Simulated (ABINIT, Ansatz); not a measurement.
# NaAsF6 (Fm-3m): Bethe-Salpeter spectra with ABINIT, part 2 of 3

Aim: the absorption spectrum of NaAsF6 (Fm-3m) with electron-hole interaction, and what each part of the kernel does.

ABINIT 10.8.3 and Ansatz 0.2.0; LDA and many-body steps on it, plane waves. Known limits of the many-body steps: not at the basis limit; no spin-orbit coupling; coarse k mesh; bindings not settled in the k mesh.

So far. Step 5 (Excitons): The lowest state lies at 7.597 eV, 3.397 eV under the direct gap. Step 6 (Triplet (no exchange term)): The lowest triplet lies at 7.492 eV; without spin-orbit coupling triplets are dark, so no spectrum is read.

### 7. Beyond Tamm-Dancoff

Level of this step: Bethe-Salpeter equation on LDA with a scissors shift, plane waves, norm-conserving pseudopotentials (ABINIT).

Input file run.abi:

```
acell 3*1.0 Angstrom
rprim 
  -0.000000000000 3.983049320000 3.983049320000
  3.983049320000 -0.000000000000 3.983049320000
  3.983049320000 3.983049320000 0.000000000000
ntypat 3
znucl 11 33 9
natom 8
typat 1 2 3 3 3 3 3 3
xred 
  0.500000000000 0.500000000000 0.500000000000
  0.000000000000 0.000000000000 0.000000000000
  0.781629880000 0.781629880000 0.218370120000
  0.218370120000 0.781629880000 0.218370120000
  0.781629880000 0.218370120000 0.218370120000
  0.218370120000 0.218370120000 0.781629880000
  0.781629880000 0.218370120000 0.781629880000
  0.218370120000 0.781629880000 0.781629880000
pp_dirpath "pseudos"
pseudos "Na.upf, As.upf, F.upf"
ecut 44
ngkpt 2 2 2
nshiftk 1
shiftk 0 0 0
kptopt 1
chksymbreak 0
istwfk *1
occopt 1
irdwfk 1
optdriver 99
bs_calctype 1
mbpt_sciss 5.705 eV
bs_loband 24
nband 39
bs_exchange_term 1
bs_coulomb_term 11
bs_coupling 1
bs_algorithm 1
bs_freq_mesh 0 15 0.1 eV
zcut 0.15 eV
ecuteps 3.6
ecutwfn 22
inclvkb 2
irdscr 1
indata_prefix "in"
outdata_prefix "out"
tmpdata_prefix "tmp"
```

On the command line:

```bash
$ OMP_NUM_THREADS=1 mpirun -n 4 abinit run.abi > log
```

Numbers of over 12 decimals in the logs are rounded to 6 here.

The program printed:

```text
.Version 10.8.3 of ABINIT. v10.8.2 released Aug 2026.

 Symmetries : space group Fm -3 m (#225); Bravais cF (face-center cubic)
[... echo of the input left out ...]
== DATASET  1 ==================================================================
-   mpi_nproc: 4, omp_nthreads: 1 (-1 if OMP is not activated)

--- !DatasetInfo
iteration_state: {dtset: 1, }
dimensions: {natom: 8, nkpt: 3, mband: 39, nsppol: 1, nspinor: 1, nspden: 1, mpw: 4279, }
cutoff_energies: {ecut:  22.0, pawecutdg:  -1.0, }
electrons: {nelect:   7.40000000E+01, charge:   0.00000000E+00, occopt:   1.00000000E+00, tsmear:   1.00000000E-02, }

 Exciton: Calculation of dielectric properties by solving the Bethe-Salpeter equation
 in frequency domain and reciprocal space on a transitions basis set.
 Based on a program developed by L. Reining, V. Olevano, F. Sottile,
 S. Albrecht, and G. Onida. Incorporated in ABINIT by M. Giantomassi.

.Using double precision arithmetic ; gwpc =  8

[... cell and pseudopotentials left out ...]
--------------------------------------------------------------------------------

 ==== K-mesh for the wavefunctions ====
 Number of points in the irreducible wedge :     3
[... list of points left out ...]
 Together with 48 symmetry operations and time-reversal symmetry
 yields     8 points in the full Brillouin Zone.

 ==== Q-mesh for the screening function ====
 Number of points in the irreducible wedge :     3
[... list of points left out ...]
 Together with 48 symmetry operations and time-reversal symmetry
 yields     8 points in the full Brillouin Zone.

 vcoul_init : cutoff-mode = AUXILIARY_FUNCTION
 q-points for optical limit:   1
     1)      0.000010    0.000020    0.000030
 setmesh: FFT mesh size selected  =    32x   32x   32
[...]
q = (  0.000000  0.000000  1.383261) [r.l.u.]
 q = (  0.000000  1.197939  1.197939) [r.l.u.]
 q = (  1.197939  0.000000  1.197939) [r.l.u.]
 q = (  1.197939  1.197939  0.000000) [r.l.u.]
 Number of electrons calculated from density =   73.6169; Expected =   74.0000
 average of density, n =  0.086318
 r_s =    1.4037
 omega_plasma =   28.3405 [eV]

. Writing resonant excitonic Hamiltonian on file out_BSR; file size=   0.00 [Gb].
. Writing coupling excitonic Hamiltonian on file out_BSC; file size=   0.00 [Gb].
. Direct diagonalization of the full excitonic Hamiltonian, Matrix size= 448
. Using LAPACK sequential version to solve FHv = ev with H positive definite.
 First excitonic eigenvalue:    7.60 [eV].
 Last  excitonic eigenvalue:   16.81 [eV].

 GW  direct gap      10.99  0.00 [eV]
 EXC direct gap       7.60  0.00 [eV]
 EXC binding energy   3.40  0.00 [eV]

 Excitonic eigenvalues up to the GW energy gap [eV]
225 (  7.60  0.00)
226 (  7.63  0.00)
227 (  7.65  0.00)
[...]
273 ( 10.91  0.00)
274 ( 10.92  0.00)

 Macroscopic dielectric function:
 omega [eV] <KS_RPA_nlf>  <GW_RPA_nlf>  <BSE>
   0.0000   1.1825   0.0000   1.1058   0.0000   1.1351  -0.0000
   0.1000   1.1826   0.0001   1.1058   0.0000   1.1351   0.0000
   0.2000   1.1827   0.0002   1.1058   0.0000   1.1351   0.0001
[...]
0.8000   1.1846   0.0008   1.1062   0.0001   1.1359   0.0003
   0.9000   1.1852   0.0009   1.1063   0.0002   1.1362   0.0004

 Writing KS-RPA macroscopic dielectric function without local fields to file: out_RPA_NLF_MDF
 Writing GW-RPA macroscopic dielectric function without local fields to file: out_GW_NLF_MDF
 Writing EXC Macroscopic dielectric function to file: out_EXC_MDF

== END DATASET(S) ==============================================================
================================================================================

 -outvars: echo values of variables after computation  --------
           etotal      0.0000000000E+00
            nband          39
             nkpt           3
          spgroup         225
 [... the other variables as echoed above ...]

 Calculation completed.
```

The job ended after 13 s (4 MPI ranks of Arm Neoverse V1, shared host; peak memory 0.59 GiB; 53 s of CPU time).

This step gave:

- direct gap of the transition levels: 10.99 eV
- transitions in the window: 224
- lowest state: 7.6 eV
- binding of the lowest state below the direct gap: 3.394 eV
- Coulomb term of one mesh cell: 2.371 eV

The binding is 1.4 times the screened Coulomb term of one mesh cell (2.37 eV), so it is not shown settled.

The lowest state lies at 7.600 eV, 3.394 eV under the direct gap.

The ε₂ has structure finer than the step of the table below, so its rows give means over 0.5 eV, whole bins alone (the curve runs from 0 to 15 eV). Peaks (eV: height): BSE 8.90: 2.51, 13.40: 1.03; no electron-hole interaction 11.90: 0.864, 12.80: 1.15; Kohn-Sham, no shift 6.20: 0.861, 7.00: 1.14, 9.90: 0.790, 10.80: 0.257, 11.70: 0.683.

Mean over the three Cartesian directions of q; broadening 0.15 eV; transition window only. Limits: finite bands, cutoff and mesh; no spin-orbit coupling; coarse k mesh; exciton not shown settled in the k mesh. ε₂ against photon energy; means over each step:

```tsv
photon energy (eV)	BSE	no electron-hole interaction	Kohn-Sham, no shift
0.5	2.1e-4	9.5e-5	5.0e-4
1.0	4.2e-4	1.8e-4	0.001
1.5	6.4e-4	2.6e-4	0.00159
2.0	8.9e-4	3.6e-4	0.00228
2.5	0.00118	4.6e-4	0.00314
3.0	0.00153	5.6e-4	0.00433
3.5	0.00194	6.8e-4	0.00603
4.0	0.00245	8.3e-4	0.00872
4.5	0.00314	0.00100	0.0136
5.0	0.00407	0.00118	0.0241
5.5	0.00542	0.00138	0.0610
6.0	0.00749	0.00164	0.422
6.5	0.0110	0.00197	0.373
7.0	0.0179	0.00240	0.876
7.5	0.0381	0.00291	0.667
8.0	0.0810	0.00358	0.144
8.5	0.484	0.00452	0.0502
9.0	1.42	0.00591	0.0509
9.5	0.187	0.00805	0.213
10.0	0.0676	0.0117	0.512
10.5	0.0600	0.0190	0.161
11.0	0.117	0.0391	0.159
11.5	0.0697	0.179	0.313
12.0	0.0320	0.530	0.308
12.5	0.0472	0.570	0.106
13.0	0.248	0.904	0.0496
13.5	0.605	0.301	0.0160
14.0	0.125	0.0659	0.00818
14.5	0.123	0.0453	0.00551
```

### 8. Dielectric constant by perturbation theory

This step: Ansatz 0.2.0; DFT, LDA, linear response to an electric field, plane waves, PAW.

The response to a uniform field gives ε∞, a yardstick for the screening that GW builds on its mesh.

Input file input.yaml:

```yaml
crystal:
  lattice:
    - [0.0, 3.98304932, 3.98304932]
    - [3.98304932, 0.0, 3.98304932]
    - [3.98304932, 3.98304932, 0.0]
  atoms:
    - { symbol: Na, position: [0.5, 0.5, 0.5] }
    - { symbol: As, position: [0.0, 0.0, 0.0] }
    - { symbol: F, position: [0.78162988, 0.78162988, 0.21837012] }
    - { symbol: F, position: [0.21837012, 0.78162988, 0.21837012] }
    - { symbol: F, position: [0.78162988, 0.21837012, 0.21837012] }
    - { symbol: F, position: [0.21837012, 0.21837012, 0.78162988] }
    - { symbol: F, position: [0.78162988, 0.21837012, 0.78162988] }
    - { symbol: F, position: [0.21837012, 0.78162988, 0.78162988] }
kpoints:
  mp_grid: { grid: [6, 6, 6] }
hamiltonian:
  xc: lda
scf:
  occupations: { method: fixed }
dielectric: {}
```

On the command line:

```bash
$ ansatz run input.yaml --threads 4 --pin off --max-ram 7372MiB --backend cpu --events-out ev --progress --plain --runs-dir out
```

The program printed:

```text
Engine: ansatz 0.2.0, aarch64-unknown-linux-gnu
Pseudopotentials: kind: paw
Pseudopotential: Na, paw, valence charge 9, recommended cutoff 420 eV (normal), Na.paw.azcp
Pseudopotential: As, paw, valence charge 15, recommended cutoff 420 eV (normal), As.paw.azcp
Pseudopotential: F, paw, valence charge 7, recommended cutoff 420 eV (normal), F.paw.azcp
Functional definition: SPW92
  exchange = slater_x
  correlation = pw_c
[...]
site 3:
[...]
site 4:
[...]
site 5:
[...]
site 6:
[...]
0.00000   -0.00000   -0.54831
    site 7:
        -1.34387    0.00000    0.00000
         0.00000   -0.54831   -0.00000
        -0.00000   -0.00000   -0.54831
  Z* charge neutrality: 7.770e-5 e pre-enforcement
  k-mesh period / interband length: 33.8 Å / 0.90 Å = 37.75 at k = (0.0000, 0.0000, 0.0000), direct gap 5.346 eV — 14 or more, which is no proof of convergence
[key lines of the parts left out:]
SCF converged after 10 iterations
Free energy (F): -11004.934359 eV
Fermi energy:    -1.871605 eV
```

Run time: 17 s. Hardware: 4 threads; peak memory 0.9 GiB.

The field response gives a mean ε∞ of 1.78, which the model screening below takes as its input.

### 9. Model screening

This step: ABINIT 10.8.3; Bethe-Salpeter equation on LDA with a scissors shift, plane waves, norm-conserving pseudopotentials.

Edit run.abi of step 7 so:

```diff
@@ -32,9 +32,9 @@
 mbpt_sciss 5.705 eV
-bs_loband 24
+bs_loband 21
 nband 39
 bs_exchange_term 1
-bs_coulomb_term 11
-bs_coupling 1
-bs_algorithm 1
-bs_freq_mesh 0 15 0.1 eV
+bs_coulomb_term 21
+bs_coupling 0
+bs_algorithm 2
+bs_freq_mesh 0 17 0.1 eV
 zcut 0.15 eV
@@ -43,3 +43,6 @@
 inclvkb 2
-irdscr 1
+mdf_epsinf 1.78
+irdden 1
+bs_haydock_niter 300
+bs_haydock_tol -0.02 0
 indata_prefix "in"
```

On the command line:

```bash
$ OMP_NUM_THREADS=1 mpirun -n 4 abinit run.abi > log
```

The program printed:

```text
.Version 10.8.3 of ABINIT. v10.8.2 released Aug 2026.

 Symmetries : space group Fm -3 m (#225); Bravais cF (face-center cubic)
[... echo of the input left out ...]
== DATASET  1 ==================================================================
-   mpi_nproc: 4, omp_nthreads: 1 (-1 if OMP is not activated)

--- !DatasetInfo
iteration_state: {dtset: 1, }
dimensions: {natom: 8, nkpt: 3, mband: 39, nsppol: 1, nspinor: 1, nspden: 1, mpw: 4279, }
cutoff_energies: {ecut:  22.0, pawecutdg:  -1.0, }
[...]
0.1000   1.2981   0.0001   1.1815   0.0000   1.2206   0.0000
   0.2000   1.2982   0.0003   1.1815   0.0001   1.2207   0.0001
[...]
0.8000   1.3007   0.0010   1.1820   0.0002   1.2217   0.0004
   0.9000   1.3014   0.0012   1.1822   0.0002   1.2219   0.0004

== END DATASET(S) ==============================================================
================================================================================

 -outvars: echo values of variables after computation  --------
           etotal      0.0000000000E+00
            nband          39
             nkpt           3
          spgroup         225
 [... the other variables as echoed above ...]

 Calculation completed.
```

Elapsed: 15 s, on 4 MPI ranks; peak memory 0.59 GiB; 58 s of CPU time.

This step gave:

* direct gap of the transition levels: 10.99 eV
* transitions in the window: 272
* Coulomb term of one mesh cell: 2.289 eV

### 10. Empty states on the mesh, 4×4×4 mesh, 57 bands

This step: DFT, LDA, plane waves, norm-conserving pseudopotentials.

Edit run.abi of step 9 so:

```diff
@@ -21,28 +21,15 @@
 ecut 44
-ngkpt 2 2 2
+ngkpt 4 4 4
 nshiftk 1
-shiftk 0 0 0
-kptopt 1
+shiftk 0.11 0.21 0.31
+kptopt 3
 chksymbreak 0
+iscf -2
+irdden 1
 istwfk *1
-occopt 1
-irdwfk 1
-optdriver 99
-bs_calctype 1
-mbpt_sciss 5.705 eV
-bs_loband 21
-nband 39
-bs_exchange_term 1
-bs_coulomb_term 21
-bs_coupling 0
-bs_algorithm 2
-bs_freq_mesh 0 17 0.1 eV
-zcut 0.15 eV
-ecuteps 3.6
-ecutwfn 22
-inclvkb 2
-mdf_epsinf 1.78
-irdden 1
-bs_haydock_niter 300
-bs_haydock_tol -0.02 0
+nband 57
+nbdbuf 4
+tolwfr 1e-09
+nstep 60
+prtvol 0
 indata_prefix "in"
```

The program printed:

```text
.Version 10.8.3 of ABINIT. v10.8.2 released Aug 2026.

 Symmetries : space group Fm -3 m (#225); Bravais cF (face-center cubic)
[... echo of the input left out ...]
== DATASET  1 ==================================================================
-   mpi_nproc: 4, omp_nthreads: 1 (-1 if OMP is not activated)

--- !DatasetInfo
iteration_state: {dtset: 1, }
dimensions: {natom: 8, nkpt: 64, mband: 57, nsppol: 1, nspinor: 1, nspden: 1, mpw: 11914, }
cutoff_energies: {ecut:  44.0, pawecutdg:  -1.0, }
[...]
0.28965    0.29067    0.31795    0.40574    0.40640    0.40829    0.43094    0.44928
   0.46086    0.46525    0.47599    0.48582    0.53252    0.53262    0.53407    0.60226
   0.60640
 prteigrs : prtvol=0 or 1, do not print more k-points.

== END DATASET(S) ==============================================================
================================================================================

 -outvars: echo values of variables after computation  --------
            nband          57
             nkpt          64
          spgroup         225
 [... the other variables as echoed above ...]

 Calculation completed.
```

Wall time 4.1 min (4 MPI ranks); peak memory 1 GiB.

This step gave:

* gap: 5.327 eV
* k of the valence top: 0.0275, 0.0525, 0.0775
* k of the conduction bottom: 0.0275, 0.0525, 0.0775
* least direct gap: 5.327 eV
* k points computed: 64
* lowest point of the top converged band, above the valence top: 17.95 eV

On this mesh the gap is 5.327 eV.

### 11. Denser, shifted k mesh (4×4×4)

This step: Bethe-Salpeter equation on LDA with a scissors shift, plane waves, norm-conserving pseudopotentials.

Edit run.abi of step 10 so:

```diff
@@ -26,10 +26,23 @@
 chksymbreak 0
-iscf -2
+istwfk *1
+occopt 1
+irdwfk 1
+optdriver 99
+bs_calctype 1
+mbpt_sciss 5.705 eV
+bs_loband 21
+nband 39
+bs_exchange_term 1
+bs_coulomb_term 21
+bs_coupling 0
+bs_algorithm 2
+bs_freq_mesh 0 17 0.1 eV
+zcut 0.15 eV
+ecuteps 3
+ecutwfn 22
+inclvkb 2
+mdf_epsinf 1.78
 irdden 1
-istwfk *1
-nband 57
-nbdbuf 4
-tolwfr 1e-09
-nstep 60
-prtvol 0
+bs_haydock_niter 300
+bs_haydock_tol -0.02 0
 indata_prefix "in"
```

The program printed:

```text
.Version 10.8.3 of ABINIT. v10.8.2 released Aug 2026.

 Symmetries : space group Fm -3 m (#225); Bravais cF (face-center cubic)
[... echo of the input left out ...]
== DATASET  1 ==================================================================
-   mpi_nproc: 4, omp_nthreads: 1 (-1 if OMP is not activated)

--- !DatasetInfo
iteration_state: {dtset: 1, }
dimensions: {natom: 8, nkpt: 64, mband: 39, nsppol: 1, nspinor: 1, nspden: 1, mpw: 4231, }
cutoff_energies: {ecut:  22.0, pawecutdg:  -1.0, }
[...]
0.1000   1.2916   0.0001   1.1787   0.0000   1.2251   0.0001
   0.2000   1.2917   0.0002   1.1787   0.0000   1.2252   0.0001
[...]
0.8000   1.2941   0.0010   1.1792   0.0002   1.2262   0.0004
   0.9000   1.2948   0.0011   1.1794   0.0002   1.2265   0.0005

== END DATASET(S) ==============================================================
================================================================================

 -outvars: echo values of variables after computation  --------
           etotal      0.0000000000E+00
            nband          39
             nkpt          64
          spgroup         225
 [... the other variables as echoed above ...]

 Calculation completed.
```

Elapsed: 5.1 min, on 4 MPI ranks; peak memory 5 GiB.

This step gave:

```yaml
direct_gap_of_the_transition_levels: 11.03 eV
transitions_in_the_window: 2176
coulomb_term_of_one_mesh_cell: 1.144 eV
```

The ε₂ has structure finer than the step of the table below, so its rows give means over 0.5 eV, whole bins alone (the curve runs from 0 to 16.9 eV). Peaks (eV: height): BSE 8.70: 1.70, 12.80: 2.38, 13.60: 2.71; no electron-hole interaction 12.80: 1.12, 16.60: 2.61; Kohn-Sham, no shift 7.10: 1.12, 10.80: 2.60.

Mean over the three Cartesian directions of q; broadening 0.15 eV; transition window only. Limits: finite bands, cutoff and mesh; no spin-orbit coupling; exciton not shown settled in the k mesh. Table of ε₂ by photon energy; means over each step:

```tsv
photon energy (eV)	BSE	no electron-hole interaction	Kohn-Sham, no shift
0.5	2.8e-4	1.2e-4	6.0e-4
1.0	5.4e-4	2.4e-4	0.00121
1.5	8.4e-4	3.8e-4	0.00191
2.0	0.00114	5.2e-4	0.00272
2.5	0.00151	6.6e-4	0.00367
3.0	0.00191	8.0e-4	0.00492
3.5	0.00240	9.6e-4	0.00661
4.0	0.00300	0.00116	0.00906
4.5	0.00375	0.00138	0.0130
5.0	0.00476	0.00162	0.0204
5.5	0.00619	0.00188	0.0390
6.0	0.00835	0.00220	0.134
6.5	0.0119	0.0026	0.509
7.0	0.0189	0.00310	0.998
7.5	0.0363	0.00364	0.723
8.0	0.112	0.00442	0.142
8.5	0.934	0.00542	0.0740
9.0	0.462	0.00678	0.0752
9.5	0.0783	0.00877	0.182
10.0	0.0686	0.0119	0.598
10.5	0.0761	0.0175	1.55
11.0	0.146	0.0295	1.93
11.5	0.189	0.0725	0.450
12.0	0.242	0.309	0.339
12.5	1.13	0.829	0.191
13.0	1.37	0.988	0.0759
13.5	1.72	0.290	0.0389
14.0	0.515	0.0841	0.0963
14.5	0.295	0.0707	0.114
15.0	0.226	0.113	0.0404
15.5	0.197	0.386	0.0142
16.0	0.109	1.06	0.00834
16.5	0.0598	2.20	0.00618
```

### 12. Empty states on the mesh, 4×4×4 mesh, 57 bands

This step: DFT, LDA, plane waves, norm-conserving pseudopotentials.

Edit run.abi of step 11 so:

```diff
@@ -26,23 +26,10 @@
 chksymbreak 0
+iscf -2
+irdden 1
 istwfk *1
-occopt 1
-irdwfk 1
-optdriver 99
-bs_calctype 1
-mbpt_sciss 5.705 eV
-bs_loband 21
-nband 39
-bs_exchange_term 1
-bs_coulomb_term 21
-bs_coupling 0
-bs_algorithm 2
-bs_freq_mesh 0 17 0.1 eV
-zcut 0.15 eV
-ecuteps 3
-ecutwfn 22
-inclvkb 2
-mdf_epsinf 1.78
-irdden 1
-bs_haydock_niter 300
-bs_haydock_tol -0.02 0
+nband 57
+nbdbuf 4
+tolwfr 1e-09
+nstep 60
+prtvol 0
 indata_prefix "in"
```

The program printed:

```text
.Version 10.8.3 of ABINIT. v10.8.2 released Aug 2026.

 Symmetries : space group Fm -3 m (#225); Bravais cF (face-center cubic)
[... echo of the input left out ...]
== DATASET  1 ==================================================================
-   mpi_nproc: 4, omp_nthreads: 1 (-1 if OMP is not activated)

--- !DatasetInfo
iteration_state: {dtset: 1, }
dimensions: {natom: 8, nkpt: 64, mband: 57, nsppol: 1, nspinor: 1, nspden: 1, mpw: 11914, }
cutoff_energies: {ecut:  44.0, pawecutdg:  -1.0, }
[...]
0.28965    0.29067    0.31795    0.40574    0.40640    0.40829    0.43094    0.44928
   0.46086    0.46525    0.47599    0.48582    0.53252    0.53262    0.53407    0.60226
   0.60640
 prteigrs : prtvol=0 or 1, do not print more k-points.

== END DATASET(S) ==============================================================
================================================================================

 -outvars: echo values of variables after computation  --------
            nband          57
             nkpt          64
          spgroup         225
 [... the other variables as echoed above ...]

 Calculation completed.
```

Run time: 4 min. Hardware: 4 MPI ranks; peak memory 1 GiB; 16 min of CPU time.

This step gave:

```yaml
gap: 5.327 eV
k_of_the_valence_top: 0.0275, 0.0525, 0.0775
k_of_the_conduction_bottom: 0.0275, 0.0525, 0.0775
least_direct_gap: 5.327 eV
k_points_computed: 64
lowest_point_of_the_top_converged_band_above_the_valence_top: 17.95 eV
```

On this mesh the gap is 5.327 eV.

(Continued in part 3 of 3.)

[Paths, hosts, dates, memory and timing lines, banners, echoed tables and standing remarks are left out of the program output.]

[Logs are printed without paths, hosts, clocks, repeated set-up lines and the standing remarks that a program may print on its own settings, such as how far it seeks lower states.]

[Runs of the session that timed out or met a known fault of the program may be left out.]

[Hosts, paths, dates, database ids (printed as entryN), source tags and the programs' standing remarks are cut or masked in the printed files.]

[G0W0 gaps are taken among the corrected bands and points alone; a level outside them can change the order at an edge.]

[Where Ansatz stands beside ABINIT at settings called matched, ABINIT's density can come from a denser mesh and the files from another edition; pairs whose starting gaps differed by over 0.03 eV were left out, so agreement reads better than it is.]
